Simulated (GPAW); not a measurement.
The B K edge of atom 5 in YCo3B2 (P6/mmm), with 6 Co at 2.10 Å (distorted trigonal prismatic, site symmetry -6m2), was computed in 2 ways: excited-electron core hole (neutral cell) and no core hole. Program and functional: GPAW, LDA, Gaussian full width 0.9 eV up to 4 eV, rising linearly to 3.5 eV at 25 eV; cells of 6 and 18 atoms (the run without a hole in the smaller).

Each run is counted from its own lowest empty level or Fermi level and scaled to a mean of 1 over its first 20 eV.

```tsv
E (eV)	run 1	run 2
-2.00	0.00	0.00
-1.25	0.00	0.00
-0.50	0.05	0.10
0.25	0.34	0.74
1.00	0.75	1.41
1.75	0.89	1.16
2.50	0.70	1.13
3.25	0.64	1.63
4.00	1.14	2.06
4.75	1.47	1.59
5.50	1.55	1.74
6.25	1.96	1.50
7.00	1.94	0.87
7.75	1.35	0.42
8.50	0.68	0.28
9.25	0.40	0.36
10.00	0.44	0.54
10.75	0.54	0.81
11.50	0.71	1.01
12.25	0.90	1.00
13.00	0.96	0.90
13.75	0.92	0.87
14.50	0.95	0.95
15.25	1.09	1.08
16.00	1.28	1.10
16.75	1.33	0.93
17.50	1.17	0.72
18.25	0.96	0.63
19.00	0.86	0.66
19.75	0.89	0.72
20.50	0.94	0.71
21.25	0.94	0.66
22.00	0.89	0.59
22.75	0.82	0.54
23.50	0.75	0.51
24.25	0.70	0.49
25.00	0.65	0.47
25.75	0.61	0.45
26.50	0.58	0.44
27.25	0.57	0.45
28.00	0.58	0.47
28.75	0.59	0.47
29.50	0.58	0.45
30.25	0.55	0.41
31.00	0.49	0.36
31.75	0.43	0.34
```

**Question.** Which run is which?

Run 1: no core hole (area from −2 to 6 eV 5.9, main maxima 1.5 eV (0.92), 6.6 eV (2.05), 12.9 eV (0.96), 16.6 eV (1.34) and 20.9 eV (0.95)). Run 2: excited-electron core hole (neutral cell) (area from −2 to 6 eV 8.9, main maxima 1.2 eV (1.44), 3.8 eV (2.11), 5.7 eV (1.77) and 15.7 eV (1.12)). With each curve scaled to its own mean, the area from −2 to 6 eV with the hole is 8.9 against 5.9, and the centre of weight from −1 to 20 eV moves by -1.3 eV: the hole pulls the absorber's empty states down.

[Banner, clock and machine lines of the logs are left out without a mark of their own.]

[Logs are printed without paths, hosts, clocks, repeated set-up lines and the standing remarks that a program may print on its own settings, such as how far it seeks lower states.]

[Hosts, paths, dates, database ids (printed as entryN), source tags and the programs' standing remarks are cut or masked in the printed files.]

[Lists of maxima count a maximum above −3 eV only where it reaches 4 % of the highest in the window and stands out from its surroundings by 2 % of it (1.5 % where it reaches 55 %); shoulders and weaker maxima are passed over, and of the rest the first, up to two pre-edge ones and the few strongest are named.]
